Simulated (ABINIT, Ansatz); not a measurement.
# In (I4/mmm): phonons by linear response

Aim: the phonon dispersion of In (I4/mmm), checked by a second program.

Program: ABINIT 10.8.3. Level of theory: DFT LDA, scalar-relativistic, plane waves, PseudoDojo norm-conserving pseudopotentials. Results are calculated unless marked as measured.

This is a report of a sequence of runs, with most program output left out.

## (1) The structure

Symmetry: I4/mmm, No. 139, tetragonal system. The conventional cell has a = 3.251 Å, b = 3.251 Å, c = 4.947 Å, α = 90.00°, β = 90.00°, γ = 90.00°. Nearest to In lie 12 In at 3.25 to 3.38 Å.

## (2) A first look

A first run with smearing and empty bands tells whether the crystal has a gap, which decides between fixed occupations and smearing later on.

probe.abi

```
# ground state
tolvrs 1.0d-08
prtden 1
prtwf 1

# basis, mesh and filling
ecut 31.0
ngkpt 8 8 8
nshiftk 1
shiftk 0.0 0.0 0.0
istwfk *1
occopt 7
tsmear 0.005
nband 12
nstep 100
diemac 9.0
prtebands 0
prtgsr 0
useylm 1

# cell and atoms
acell 6.381428328 6.381428328 6.381428328
rprim 
    -0.4813488401 0.4813488401 0.7325343598
    0.4813488401 -0.4813488401 0.7325343598
    0.4813488401 0.4813488401 -0.7325343598
ntypat 1
znucl 49
natom 1
typat 1
xred 
    0.0 0.0 0.0
pp_dirpath "./pseudo"
pseudos "In.upf"
```

Run with:

```console
> OMP_NUM_THREADS=1 mpirun -n 16 abinit probe.abi > probe.log
```

It took 2.7 s on 16 MPI ranks of Arm Neoverse V2, shared host; 40 s of CPU time.

Numbers from this step:

| Item | Value |
| --- | --- |
| volume per atom | 26.14 Å³ |
| pressure | -3.787 GPa |
| gap on the k-mesh | 0 eV |

No gap opens on this mesh, so smearing is kept; the printed pressure holds the stress of the finite basis too.

## (3) Relaxation

The harmonic expansion needs vanishing forces, and a free crystal bears no stress, so cell and atoms are brought to rest. Stress is more sensitive to the basis than forces are: the last 3 Ha under the cutoff are smoothed with ecutsm, and the cutoff is raised above that of the later runs.

relax.abi

```
# relaxation
ionmov 2
optcell 2
dilatmx 1.08
ntime 40
tolmxf 1.0d-05
tolvrs 1.0d-14
prtwf 0
prtden 0
chksymtnons 0

# basis, mesh and filling
ecut 39.0
ecutsm 3.0
ngkpt 16 16 16
nshiftk 1
shiftk 0.0 0.0 0.0
istwfk *1
occopt 7
tsmear 0.01
nband 12
nstep 100
diemac 1000000.0
prtebands 0
prtgsr 0
useylm 1

# cell and atoms
acell 6.381428328 6.381428328 6.381428328
rprim 
    -0.4813488401 0.4813488401 0.7325343598
    0.4813488401 -0.4813488401 0.7325343598
    0.4813488401 0.4813488401 -0.7325343598
ntypat 1
znucl 49
natom 1
typat 1
xred 
    0.0 0.0 0.0
pp_dirpath "./pseudo"
pseudos "In.upf"
```

Run with:

```console
> OMP_NUM_THREADS=1 mpirun -n 16 abinit relax.abi > relax.log
```

It took 3.8 min on 16 MPI ranks; 60 min of CPU time.

Relaxation path:

```
step  energy less that of the first step (eV)  largest force (eV/Å)  volume (Å³)
   1                                   0.0000                0.0000        26.14
   2                                  -0.0033                0.0000        25.93
   3                                  -0.0138                0.0000        24.39
   4                                  -0.0140                0.0000        24.57
   5                                  -0.0140                0.0000        24.56
   6                                  -0.0141                0.0000        24.51
   7                                  -0.0142                0.0000        24.44
   8                                  -0.0143                0.0000        24.36
   9                                  -0.0145                0.0000        24.41
  10                                  -0.0147                0.0000        24.59
  11                                  -0.0147                0.0000        24.57
  12                                  -0.0147                0.0000        24.58
```

```
conventional cell, symmetrised  before  after  change
                         a (Å)   3.251  3.148  -3.2 %
                         b (Å)   3.251  3.148  -3.2 %
                         c (Å)   4.947  4.960  +0.3 %
              volume (Å³/atom)   26.14  24.58  -6.0 %
```

Final coordinates:

```
In
1.0
    -1.57400    1.57400    2.48008
     1.57400   -1.57400    2.48008
     1.57400    1.57400   -2.48008
In
1
Direct
  0.00000 0.00000 0.00000
```

Read from the output:

| Item | Value |
| --- | --- |
| volume per atom | 24.58 Å³ |
| pressure | 3.79e-4 GPa |

The volume changes by -6.0 % in this run and stands -6.0 % from the first cell.

## (4) Self-consistent run for the response

The response is built on these wavefunctions, so the potential is converged far more tightly than an energy would need. Smearing stays on, as the first look found no gap above 0.3 eV.

gs.abi

```
# ground state
tolvrs 1.0d-16
prtden 1
prtwf 1

# basis, mesh and filling
ecut 31.0
ngkpt 16 16 16
nshiftk 1
shiftk 0.0 0.0 0.0
istwfk *1
occopt 7
tsmear 0.01
nband 12
nstep 100
diemac 1000000.0
prtebands 0
prtgsr 0
useylm 1

# cell and atoms
acell 6.297564875 6.297564875 6.297564875
rprim 
    -0.4723138467 0.4723138467 0.7442037761
    0.4723138467 -0.4723138467 0.7442037761
    0.4723138467 0.4723138467 -0.7442037761
ntypat 1
znucl 49
natom 1
typat 1
xred 
    0.0 0.0 0.0
pp_dirpath "./pseudo"
pseudos "In.upf"
```

Run with:

```console
> OMP_NUM_THREADS=1 mpirun -n 16 abinit gs.abi > gs.log
```

Elapsed: 9.1 s, on 16 MPI ranks; 2.4 min of CPU time.

This step gave:

```
pressure : -1.168 GPa
```

The cell stands at -1.2 GPa: the relaxation ran with a smoothed and higher cutoff, and the difference is a stress of the finite basis.

## (5) Zone-centre response

At q = 0 one unit cell holds all displacements. The response is solved for single atoms along the cell's directions, and symmetry skips those that follow from others. The crystal is treated as a metal, which screens a static field, so no field response is asked.

dfpt_gamma.abi

```

# common to the responses
getwfk_filepath "gso_WFK"
kptopt 2
nqpt 1
qpt 0.0 0.0 0.0
asr 0
chneut 0

# displacements
rfphon 1
rfatpol 1 1
rfdir 1 1 1
tolvrs 1.0d-10
prtwf 0

# basis, mesh and filling
ecut 31.0
ngkpt 16 16 16
nshiftk 1
shiftk 0.0 0.0 0.0
istwfk *1
occopt 7
tsmear 0.01
nband 12
nstep 100
diemac 1000000.0
prtebands 0
prtgsr 0
useylm 1

# cell and atoms
acell 6.297564875 6.297564875 6.297564875
rprim 
    -0.4723138467 0.4723138467 0.7442037761
    0.4723138467 -0.4723138467 0.7442037761
    0.4723138467 0.4723138467 -0.7442037761
ntypat 1
znucl 49
natom 1
typat 1
xred 
    0.0 0.0 0.0
pp_dirpath "./pseudo"
pseudos "In.upf"
```

Run with:

```console
> OMP_NUM_THREADS=1 mpirun -n 16 abinit dfpt_gamma.abi > dfpt_gamma.log
```

Elapsed: 22 s, on 16 MPI ranks; 5.8 min of CPU time.

With one atom there are acoustic modes alone, which should vanish; they come out at 2.55 cm⁻¹ in size, the error that the sum rule removes later.

## (6) Modes with the sum rule

anaddb reads the merged derivatives and imposes the acoustic sum rule.

anaddb.abi

```
ddb_filepath "gamma_DDB"
output_file "anaddb.abo"
outdata_prefix "anaddb"
asr 1
chneut 1
enunit 2
eivec 1
nph1l 1
qph1l 0.0 0.0 0.0 1.0
```

mrgddb.in

```
gamma_DDB
merged
2
dfpt_gammao_DDB
gso_DDB
```

Run with:

```console
> mrgddb < mrgddb.in > mrgddb.log
> OMP_NUM_THREADS=1 anaddb anaddb.abi > anaddb.log
```

The job ended after 0.58 s (1 thread).

Zone-centre frequencies as printed; negative means imaginary. Modes:

```
mode  frequency (cm⁻¹)
   1                 0
   2                 0
   3                 0
```

## (7) Sum rules set otherwise (asr 0)

Without the rule the raw error of the acoustic modes shows.

anaddb.abi, as its differences from that of step 6:

```diff
@@ -3,4 +3,4 @@
 outdata_prefix "anaddb"
-asr 1
-chneut 1
+asr 0
+chneut 0
 enunit 2
```

mrgddb.in is that of step 6.

Elapsed: 0.55 s, on 1 thread.

Numbers from this step:

- largest acoustic frequency at the zone centre before the sum rule: -2.55 cm⁻¹

Zone-centre frequencies as printed; negative means imaginary. Modes:

```
mode  frequency (cm⁻¹)
   1             -2.55
   2             -1.62
   3             -1.62
```

## (8) Phonons on a q mesh

Linear response treats each wavevector in the unit cell, with no supercell; the 4×4×4 mesh fixes the range of the force constants to be had.

dfpt_q.abi

```
ndtset 12

# wavevectors
qpt1 0.25 0.0 0.0
qpt2 0.5 0.0 0.0
qpt3 0.25 0.25 0.0
qpt4 0.5 0.25 0.0
qpt5 -0.25 0.25 0.0
qpt6 0.5 0.5 0.0
qpt7 0.25 0.25 0.25
qpt8 -0.25 0.25 0.25
qpt9 0.5 0.5 0.25
qpt10 -0.25 0.5 0.25
qpt11 -0.25 -0.25 0.25
qpt12 0.5 0.5 0.5

# displacements
getwfk_filepath "gso_WFK"
getwfq_filepath "gso_WFK"
kptopt 3
nqpt 1
rfphon 1
rfatpol 1 1
rfdir 1 1 1
tolvrs 1.0d-10
prtwf 0

# basis, mesh and filling
ecut 31.0
ngkpt 16 16 16
nshiftk 1
shiftk 0.0 0.0 0.0
istwfk *1
occopt 7
tsmear 0.01
nband 12
nstep 100
diemac 1000000.0
prtebands 0
prtgsr 0
useylm 1

# cell and atoms
acell 6.297564875 6.297564875 6.297564875
rprim 
    -0.4723138467 0.4723138467 0.7442037761
    0.4723138467 -0.4723138467 0.7442037761
    0.4723138467 0.4723138467 -0.7442037761
ntypat 1
znucl 49
natom 1
typat 1
xred 
    0.0 0.0 0.0
pp_dirpath "./pseudo"
pseudos "In.upf"
```

Run with:

```console
> OMP_NUM_THREADS=1 mpirun -n 16 abinit dfpt_q.abi > dfpt_q.log
```

Elapsed: 27 min, on 16 MPI ranks.

This step gave:

- lowest mode on the q mesh (acoustic ones at the zone centre apart): 19.45 cm⁻¹

Frequencies (cm⁻¹) before the sum rule at the irreducible wavevectors but Γ, which is solved apart; negative means imaginary. Frequencies by wavevector:

```
   q (fractions)  star  mode 1  mode 2  mode 3
        0.25 0 0     8   19.45    25.2   80.98
         0.5 0 0     4   20.25   37.44   122.3
     0.25 0.25 0     8   38.95   73.95   94.93
      0.5 0.25 0    16   46.89   70.99   112.5
    -0.25 0.25 0     4   29.68   50.72   86.66
       0.5 0.5 0     2   43.24   83.57     122
  0.25 0.25 0.25     2   51.69   105.7   105.7
 -0.25 0.25 0.25     4   25.57   66.79   111.6
    0.5 0.5 0.25     4    72.2   83.03    93.9
  -0.25 0.5 0.25     8   31.57   72.75   101.2
-0.25 -0.25 0.25     2   25.61   25.61   78.68
     0.5 0.5 0.5     1   44.42   44.42   106.5
```

## (9) Interpolated phonon bands

anaddb transforms the dynamical matrices to force constants and back along the path; points of the mesh come back as solved, but for the sum rule and, in polar crystals, the LO-TO term at Γ; the rest is interpolation.

anaddb.abi

```
ddb_filepath "all_DDB"
output_file "anaddb.abo"
outdata_prefix "anaddb"
ifcflag 1
ngqpt 4 4 4
nqshft 1
q1shft 0.0 0.0 0.0
asr 1
chneut 0
dipdip 0
dipquad 0
quadquad 0
enunit 0
eivec 0
nph1l 94
qph1l 
    0.0 0.0 0.0 1.0
    0.0 0.0 0.05 1.0
    0.0 0.0 0.1 1.0
    0.0 0.0 0.15 1.0
    0.0 0.0 0.2 1.0
    0.0 0.0 0.25 1.0
    0.0 0.0 0.3 1.0
    0.0 0.0 0.35 1.0
    0.0 0.0 0.4 1.0
    0.0 0.0 0.45 1.0
    0.0 0.0 0.5 1.0
    0.025 0.025 0.475 1.0
    0.05 0.05 0.45 1.0
    0.075 0.075 0.425 1.0
    0.1 0.1 0.4 1.0
    0.125 0.125 0.375 1.0
    0.15 0.15 0.35 1.0
    0.175 0.175 0.325 1.0
    0.2 0.2 0.3 1.0
    0.225 0.225 0.275 1.0
    0.25 0.25 0.25 1.0
    0.225 0.275 0.225 1.0
    0.2 0.3 0.2 1.0
    0.175 0.325 0.175 1.0
    0.15 0.35 0.15 1.0
    0.125 0.375 0.125 1.0
    0.1 0.4 0.1 1.0
    0.075 0.425 0.075 1.0
    0.05 0.45 0.05 1.0
    0.025 0.475 0.025 1.0
    0.0 0.5 0.0 1.0
    0.0 0.45 0.0 1.0
    0.0 0.4 0.0 1.0
    0.0 0.35 0.0 1.0
    0.0 0.3 0.0 1.0
    0.0 0.25 0.0 1.0
    0.0 0.2 0.0 1.0
    0.0 0.15 0.0 1.0
    0.0 0.1 0.0 1.0
    0.0 0.05 0.0 1.0
    0.0 0.0 0.0 1.0
    0.05 0.05 -0.05 1.0
    0.1 0.1 -0.1 1.0
    0.15 0.15 -0.15 1.0
    0.2 0.2 -0.2 1.0
    0.25 0.25 -0.25 1.0
    0.3 0.3 -0.3 1.0
    0.35 0.35 -0.35 1.0
    0.4 0.4 -0.4 1.0
    0.45 0.45 -0.45 1.0
    0.5 0.5 -0.5 1.0
    0.48506973 0.51493027 -0.48506973 1.0
    0.47013945 0.52986055 -0.47013945 1.0
    0.45520918 0.54479082 -0.45520918 1.0
    0.4402789 0.5597211 -0.4402789 1.0
    0.42534863 0.57465137 -0.42534863 1.0
    0.41041835 0.58958165 -0.41041835 1.0
    0.39548808 0.60451192 -0.39548808 1.0
    0.3805578 0.6194422 -0.3805578 1.0
    0.36562753 0.63437247 -0.36562753 1.0
    0.35069725 0.64930275 -0.35069725 1.0
    -0.35069725 0.35069725 0.35069725 1.0
    -0.31562753 0.31562753 0.31562753 1.0
    -0.2805578 0.2805578 0.2805578 1.0
    -0.24548808 0.24548808 0.24548808 1.0
    -0.21041835 0.21041835 0.21041835 1.0
    -0.17534863 0.17534863 0.17534863 1.0
    -0.1402789 0.1402789 0.1402789 1.0
    -0.10520918 0.10520918 0.10520918 1.0
    -0.07013945 0.07013945 0.07013945 1.0
    -0.03506973 0.03506973 0.03506973 1.0
    0.0 0.0 0.0 1.0
    0.0 0.0 0.5 1.0
    -0.02013945 0.02013945 0.5 1.0
    -0.0402789 0.0402789 0.5 1.0
    -0.06041835 0.06041835 0.5 1.0
    -0.0805578 0.0805578 0.5 1.0
    -0.10069725 0.10069725 0.5 1.0
    -0.1208367 0.1208367 0.5 1.0
    -0.14097616 0.14097616 0.5 1.0
    -0.16111561 0.16111561 0.5 1.0
    -0.18125506 0.18125506 0.5 1.0
    -0.20139451 0.20139451 0.5 1.0
    0.5 0.5 -0.20139451 1.0
    0.5 0.5 -0.23125506 1.0
    0.5 0.5 -0.26111561 1.0
    0.5 0.5 -0.29097616 1.0
    0.5 0.5 -0.3208367 1.0
    0.5 0.5 -0.35069725 1.0
    0.5 0.5 -0.3805578 1.0
    0.5 0.5 -0.41041835 1.0
    0.5 0.5 -0.4402789 1.0
    0.5 0.5 -0.47013945 1.0
    0.5 0.5 -0.5 1.0
```

mrgddb.in

```
all_DDB
merged
13
dfpt_gammao_DDB
dfpt_qo_DS1_DDB
dfpt_qo_DS2_DDB
dfpt_qo_DS3_DDB
dfpt_qo_DS4_DDB
dfpt_qo_DS5_DDB
dfpt_qo_DS6_DDB
dfpt_qo_DS7_DDB
dfpt_qo_DS8_DDB
dfpt_qo_DS9_DDB
dfpt_qo_DS10_DDB
dfpt_qo_DS11_DDB
dfpt_qo_DS12_DDB
```

Run with:

```console
> mrgddb < mrgddb.in > mrgddb.log
> OMP_NUM_THREADS=1 anaddb anaddb.abi > anaddb.log
```

Wall time 0.58 s (1 thread).

This step gave:

```yaml
lowest_frequency_on_the_path: -5.424 cm⁻¹
```

Anaddb. Phonon branches along the path, in cm⁻¹:

```
     point  branch 1  branch 2  branch 3
         Γ         0         0         0
   halfway        30        51        87
         X        43        84       122
   halfway        48        91       118
         P        52       106       106
   halfway        43        72       114
         N        20        38       122
   halfway        20        25        81
         Γ         0         0         0
   halfway        26        26        79
         M        44        44       106
   halfway        41        67       103
         S        33        92        98
jump to S0        33        92        98
   halfway        24        39        94
         Γ         0         0         0
 jump to X        43        84       122
   halfway        53        82       117
         R        73        77       103
 jump to G        73        77       103
   halfway        58        71        98
         M        44        44       106
```

The path dips to 5i cm⁻¹ between the solved wavevectors, whose modes are all real, so the dip may come from the interpolation.

## (10) Density of states

Sums over the zone need many more wavevectors than were solved, so the interpolation is sampled on a dense mesh.

anaddb.abi

```
ddb_filepath "all_DDB"
output_file "anaddb.abo"
outdata_prefix "anaddb"
ifcflag 1
ngqpt 4 4 4
nqshft 1
q1shft 0.0 0.0 0.0
asr 1
chneut 0
dipdip 0
dipquad 0
quadquad 0
prtdos 2
ng2qpt 17 17 20
dosdeltae 4.5563e-06
ntemper 11
temperinc 100.0
tempermin 0.0
```

Run with:

```console
> OMP_NUM_THREADS=1 anaddb anaddb.abi > anaddb.log
```

Run time: 0.76 s. Hardware: 1 thread.

Numbers from this step:

```
share of modes beyond 3i cm⁻¹ on the dense interpolated mesh : 2.00e-4
```

The phonon density of states has structure finer than the step of the table below, so its rows give means over 10 cm⁻¹, whole bins alone (the curve runs from -30 to 152 cm⁻¹). Peaks (cm⁻¹: height): 48.0: 0.0556, 111.0: 0.0556.

Tetrahedra. The phonon density of states by wavenumber; means over each step:

wavenumber (cm⁻¹), phonon density of states (1/cm⁻¹/cell) and a bar:
```
      -20     0.0000 
      -10     0.0000 
        0     0.0006 
       10     0.0030 ##
       20     0.0144 ##########
       30     0.0315 #####################
       40     0.0452 ##############################
       50     0.0401 ###########################
       60     0.0227 ###############
       70     0.0209 ##############
       80     0.0243 ################
       90     0.0188 ############
      100     0.0287 ###################
      110     0.0397 ##########################
      120     0.0102 #######
      130     0.0000
```

## (11) Cross-check with Ansatz

A second program on the same cell, potentials, cutoff and meshes tests the implementation of the phonon response, not its convergence.

This step: DFT LDA, scalar-relativistic, plane waves, PseudoDojo norm-conserving pseudopotentials (Ansatz 0.2.0).

input.yaml

```yaml
crystal:
  lattice:
    - [-1.5739990323, 1.5739990323, 2.4800797848]
    - [1.5739990323, -1.5739990323, 2.4800797848]
    - [1.5739990323, 1.5739990323, -2.4800797848]
  atoms:
    - { symbol: In, position: [0.0, 0.0, 0.0] }
kpoints:
  mp_grid: { grid: [16, 16, 16] }
hamiltonian:
  xc: lda
  pseudopotentials: { kind: nc, accuracy: standard }
scf:
  occupations: { method: gaussian, width: 0.27211 }
output:
  eigenvalues: true
basis:
  ecutwfc: 843.553
phonons:
  method: dfpt
  qmesh: [4, 4, 4]
  temperatures: { t_max: 1000, t_step: 50 }
  qpath:
    path:
      - [[0.0, 0.0, 0.0], [0.0, 0.0, 0.5], [0.25, 0.25, 0.25], [0.0, 0.5, 0.0], [0.0, 0.0, 0.0], [0.5, 0.5, -0.5], [0.35069725, 0.64930275, -0.35069725]]
      - [[-0.35069725, 0.35069725, 0.35069725], [0.0, 0.0, 0.0]]
      - [[0.0, 0.0, 0.5], [-0.20139451, 0.20139451, 0.5]]
      - [[0.5, 0.5, -0.20139451], [0.5, 0.5, -0.5]]
    npoints: 10
```

Run with:

```console
> ansatz run input.yaml --threads 16 --pin off --max-ram 32768MiB --backend cpu --events-out ev --progress --plain --runs-dir out
```

Wall time 2.1 min (16 threads); peak memory 5.6 GiB; 30 min of CPU time.

Read from the output:

| Item | Value |
| --- | --- |
| sum-rule residual before enforcement | 1.14e-4 eV/Å² |
| lowest frequency on the path | -5.462 cm⁻¹ |
| share of modes beyond 3i cm⁻¹ on the dense interpolated mesh | 7.00e-4 |
| lowest mode on the q mesh (acoustic ones at the zone centre apart) | 19.56 cm⁻¹ |

## (12) Side by side: ABINIT PseudoDojo and Ansatz, PseudoDojo

Worked out from the results:

```yaml
root_mean_square_difference: 0.06 cm⁻¹
largest_difference: 0.12 cm⁻¹
root_mean_square_difference_on_the_path: 0 cm⁻¹
largest_difference_on_the_path: 0.1 cm⁻¹
```

The 12 of 36 modes that differ most. Frequencies side by side:

```
q (reciprocal lattice)  mode  ABINIT PseudoDojo (cm⁻¹)  Ansatz, PseudoDojo (cm⁻¹)
              0.25 0 0     1                     19.45                      19.56
              0.25 0 0     2                      25.2                      25.28
               0.5 0 0     1                     20.25                      20.35
               0.5 0 0     2                     37.44                       37.5
          -0.25 0.25 0     1                     29.68                      29.78
             0.5 0.5 0     1                     43.24                      43.31
        0.25 0.25 0.25     1                     51.69                      51.74
       -0.25 0.25 0.25     1                     25.57                      25.69
        -0.25 0.5 0.25     1                     31.57                      31.67
      -0.25 -0.25 0.25     1                     25.61                      25.69
      -0.25 -0.25 0.25     2                     25.61                      25.69
      -0.25 -0.25 0.25     3                     78.68                      78.73
```

The interpolated bands of the two lie on top of each other.

At the solved wavevectors the largest difference (acoustic modes at Γ apart) is 0.10 % of the highest mode.

## (13) What came out

```yaml
space_group_after_relaxation: I4/mmm
volume_per_atom: 24.6 Å³
q_mesh: 4×4×4
lowest_mode_on_the_q_mesh_acoustic_ones_at_the_zone_centre_apart: 19.4 cm⁻¹
imaginary_modes_on_the_q_mesh: none
largest_difference_from_ansatz_pseudodojo: 0.12 cm⁻¹
```

In (I4/mmm) is dynamically stable on the 4×4×4 mesh; its spectrum reaches 122 cm⁻¹. The base run prints -1.2 GPa, mostly the error of a finite basis; the relaxation, with a smoothed and higher cutoff, had brought the cell to rest. ABINIT PseudoDojo and Ansatz, PseudoDojo agree to 0.12 cm⁻¹ (0.10 % of the highest mode compared) on all solved modes but the acoustic ones at Γ. These are harmonic frequencies at zero temperature: anharmonic shifts and linewidths and thermal expansion are left out. In a metal the frequencies hang on the k mesh and the smearing, most of all near Kohn anomalies. Ansatz warns that the cutoff lies 11 % under the one recommended for these files; agreement at one cutoff is not convergence. The relaxed cell is 6 % smaller in volume than the measured one, and all results belong to that cell.

[Host names and launcher messages were left out of these logs when they were recorded.]

[Logs are printed without paths, hosts, clocks, repeated set-up lines and the standing remarks that a program may print on its own settings, such as how far it seeks lower states.]

[Hosts, paths, dates, database ids (printed as entryN), source tags and the programs' standing remarks are cut or masked in the printed files.]
